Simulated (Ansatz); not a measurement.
# The puckered PAs bilayer (AB) between two gates, part 2 of 2

How do the bands of the puckered PAs bilayer (AB) follow a displacement field between two gates?

Ansatz 0.2.0; plane-wave DFT, PBE-D3(BJ), Ansatz PAW.

So far, gap, the smaller of path and mesh (eV): step 3 (gated layer, displacement field 0, start network) 0.339; step 4 (displacement field 0.905 V/nm) 0.336; step 5 (displacement field 1.81 V/nm) 0.328; step 6 (displacement field 2.71 V/nm) 0.315.

### Step 7. Gated layer, displacement field 3.62 V/nm

The input, input.yaml:

```yaml
crystal:
  lattice:
    - [4.2735511435, 0.0, 0.0]
    - [0.0, 3.538840831, 0.0]
    - [0.0, 0.0, 45.6727588107]
  atoms:
    - { symbol: P, position: [0.0660404991, 0.0, 0.419231157] }
    - { symbol: As, position: [0.4355051575, 0.5, 0.414908153] }
    - { symbol: As, position: [0.9342444757, 0.0, 0.4695352018] }
    - { symbol: P, position: [0.5642098678, 0.5, 0.4652929062] }
    - { symbol: P, position: [0.0642098678, 0.5, 0.5347070938] }
    - { symbol: As, position: [0.4342444757, 0.0, 0.5304647982] }
    - { symbol: As, position: [0.9355051575, 0.5, 0.585091847] }
    - { symbol: P, position: [0.5660404991, 0.0, 0.580768843] }
  periodic: [true, true, false]
  symmetry: { detect: true }
kpoints:
  mp_grid: { grid: [16, 20, 1] }
  band_path:
    path:
      - [0, 0, 0]
      - [0.5, 0, 0]
      - [0.5, 0.5, 0]
      - [0, 0, 0]
      - [0, 0.5, 0]
      - [0.5, 0.5, 0]
    npoints: 16
hamiltonian:
  xc: pbe
  dispersion: d3bj
scf:
  occupations: { method: fermi_dirac, width: 0.02585 }
  convergence: { dr2_threshold: 1.0e-10 }
output:
  forces: true
  eigenvalues: true
  dos: { projected: true, e_range: [-3, 3], de: 0.01 }
  write_potential: true
  write_density: true
  volumetric_format: npy
  elf: true
external_charges:
  - { charge: 0, barrier: 10, axis: 3, height: 30.223, sigma: 0.25 }
  - { charge: -0.030247, axis: 3, height: 31.723, sigma: 0.5 }
  - { charge: 0, barrier: 10, axis: 3, height: 15.45, sigma: 0.25 }
  - { charge: 0.030247, axis: 3, height: 13.95, sigma: 0.5 }
```

Started as:

```bash
$ ansatz run input.yaml --threads 4 --pin off --max-ram 8192MiB --backend cpu --events-out ev --progress --plain --runs-dir out
```

Elapsed: 99 s, on 4 threads of AMD EPYC 9R14 (Zen 4), shared host; peak memory 3 GiB.

Running mean over a fixed 2.7 Å (it still follows the layers) of the planar mean; beyond a gate it holds the 10 eV model barrier. Table of electron's electrostatic potential energy less the Fermi level by z:

```
z (Å)  electron's electrostatic potential energy less the Fermi level (eV)
    4                                                                 12.6
    5                                                                 12.6
    6                                                                 12.6
    7                                                                 12.6
    8                                                                 12.6
    9                                                                 12.6
   10                                                                 12.6
   11                                                                 12.6
   12                                                                 12.6
   13                                                                 12.7
   14                                                                 12.6
   15                                                                 9.68
   16                                                                 6.28
   17                                                                 2.79
   18                                                                -1.49
   19                                                                -4.16
   20                                                                -6.37
   21                                                                -4.95
   22                                                                -3.53
   23                                                                -2.27
   24                                                                -3.87
   25                                                                -5.72
   26                                                                -5.54
   27                                                                -3.52
   28                                                                0.636
   29                                                                 4.83
   30                                                                 9.05
   31                                                                 13.1
   32                                                                 15.4
   33                                                                 15.5
   34                                                                 15.5
   35                                                                 15.5
   36                                                                 15.5
   37                                                                 15.5
   38                                                                 15.5
   39                                                                 15.5
   40                                                                 15.5
   41                                                                 15.5
```

The gap, the smaller of path and mesh, is 0.299 eV.

### Step 8. Gated layer, displacement field -1.81 V/nm

Edit input.yaml of step 7 so:

```diff
@@ -43,4 +43,4 @@
   - { charge: 0, barrier: 10, axis: 3, height: 30.223, sigma: 0.25 }
-  - { charge: -0.030247, axis: 3, height: 31.723, sigma: 0.5 }
+  - { charge: 0.015123, axis: 3, height: 31.723, sigma: 0.5 }
   - { charge: 0, barrier: 10, axis: 3, height: 15.45, sigma: 0.25 }
-  - { charge: 0.030247, axis: 3, height: 13.95, sigma: 0.5 }
+  - { charge: -0.015123, axis: 3, height: 13.95, sigma: 0.5 }
```

Wall time 100 s (4 threads); peak memory 3 GiB; 6.6 min of CPU time.

The gap, the smaller of path and mesh, is 0.328 eV.

### Step 9. The series together

This step: plane-wave DFT, PBE-D3(BJ), Ansatz PAW; response to a displacement field between two gates (Ansatz 0.2.0).

The potential behind each gate is read from every run and counted from the uncharged case.

Numbers from this step:

| Property | Result |
| --- | --- |
| electrostatic distance between the gates | 7.969 Å |
| geometric distance between the gates | 17.77 Å |

Electron's potential behind the upper gate less behind the lower, less the value without field. Step of the electron's potential energy between the gates against displacement field D/eps0:

```
displacement field D/eps0 (V/nm)  step of the electron's potential energy between the gates (eV)
                           -1.81                                                           -1.44
                            0.00                                                               0
                            0.90                                                           0.721
                            1.81                                                            1.44
                            2.71                                                            2.16
                            3.62                                                            2.88
```

The smaller of the gaps on the path and on the k-mesh, counted as 0 under 0.03 eV. The gap by displacement field D/eps0:

```
displacement field D/eps0 (V/nm)  gap (eV)
                           -1.81     0.328
                            0.00     0.339
                            0.90     0.336
                            1.81     0.328
                            2.71     0.315
                            3.62     0.299
```

By hand: 3.62 V/nm over the 17.77 Å between the sheets would give 6.43 V in vacuum; the run has 2.88 V, as over 7.97 Å.

### Step 10. Varying the input

This step: plane-wave DFT, PBE-D3(BJ), Ansatz PAW (Ansatz 0.2.0).

A run with a changed input: it repeats the earlier run at 0.905 V/nm with scf.n_extra_bands to 2, crystal.symmetry from detect: true to detect: false and kpoints.mp_grid.grid from [16, 20, 1] to [13, 16, 1].

Edit input.yaml of step 8 so:

```diff
@@ -15,5 +15,5 @@
   periodic: [true, true, false]
-  symmetry: { detect: true }
+  symmetry: { detect: false }
 kpoints:
-  mp_grid: { grid: [16, 20, 1] }
+  mp_grid: { grid: [13, 16, 1] }
   band_path:
@@ -33,2 +33,3 @@
   convergence: { dr2_threshold: 1.0e-10 }
+  n_extra_bands: 2
 output:
@@ -36,3 +37,2 @@
   eigenvalues: true
-  dos: { projected: true, e_range: [-3, 3], de: 0.01 }
   write_potential: true
@@ -40,7 +40,6 @@
   volumetric_format: npy
-  elf: true
 external_charges:
   - { charge: 0, barrier: 10, axis: 3, height: 30.223, sigma: 0.25 }
-  - { charge: 0.015123, axis: 3, height: 31.723, sigma: 0.5 }
+  - { charge: -0.007562, axis: 3, height: 31.723, sigma: 0.5 }
   - { charge: 0, barrier: 10, axis: 3, height: 15.45, sigma: 0.25 }
-  - { charge: -0.015123, axis: 3, height: 13.95, sigma: 0.5 }
+  - { charge: 0.007562, axis: 3, height: 13.95, sigma: 0.5 }
```

The job ended after 93 s (4 threads; peak memory 2.5 GiB).

```
                                                                                quantity  this run  earlier run  difference
                                                                 gap along the path (eV)    0.3404       0.3404      1.0e-6
                                                 smallest direct gap along the path (eV)    0.7285       0.7285     -5.0e-6
potential beyond the upper barrier and gate, less the barrier, from the Fermi level (eV)     4.427        4.429     -0.0011
```

Nothing in the table moves by 0.01 in its unit. The run took 16 SCF cycles against 17.

The change did no harm here.

### Step 11. Varying the input

An input spoilt on purpose, to show how the run answers: it repeats the earlier run at 0.905 V/nm with crystal.atoms[0].symbol from P to Px, and scf.max_iter set to 80.

Edit input.yaml of step 10 so:

```diff
@@ -6,3 +6,3 @@
   atoms:
-    - { symbol: P, position: [0.0660404991, 0.0, 0.419231157] }
+    - { symbol: Px, position: [0.0660404991, 0.0, 0.419231157] }
     - { symbol: As, position: [0.4355051575, 0.5, 0.414908153] }
@@ -15,5 +15,5 @@
   periodic: [true, true, false]
-  symmetry: { detect: false }
+  symmetry: { detect: true }
 kpoints:
-  mp_grid: { grid: [13, 16, 1] }
+  mp_grid: { grid: [16, 20, 1] }
   band_path:
@@ -33,3 +33,3 @@
   convergence: { dr2_threshold: 1.0e-10 }
-  n_extra_bands: 2
+  max_iter: 80
 output:
```

Elapsed: 0.03 s, on 4 threads; peak memory 0.027 GiB.

The program refused the input before any cycle.

The program's message: “Error: YAML parse error: error: line 7 column 17: `Px` is not an element symbol (H … Og, case-exact)”

The fault put into the input: an unknown element.

### Step 12. Outcome

- gap with uncharged gates: 0.339 eV
- electrostatic distance between the gates: 7.97 Å
- geometric distance between the gates: 17.8 Å
- gap at 3.62 V/nm: 0.299 eV

**Reading.** The gap goes from 0.34 to 0.30 eV at 3.6 V/nm. The layers screen the field: the voltage is that of a vacuum gap 9.8 Å narrower than the real distance. The gates are charged sheets behind model barriers, not atoms. Gaps are the smaller of those on the path and on the mesh; band edges between these points would make them smaller still. Spin-orbit coupling is left out.

[Logs are printed without paths, hosts, clocks, repeated set-up lines and the standing remarks that a program may print on its own settings, such as how far it seeks lower states.]

[Hosts, paths, dates, database ids (printed as entryN), source tags and the programs' standing remarks are cut or masked in the printed files.]

[Maps of the electrostatic potential energy from Ansatz leave out the sawtooth potential of an applied field or a dipole correction, so their vacuum need not be flat; planar profiles and work functions include it.]
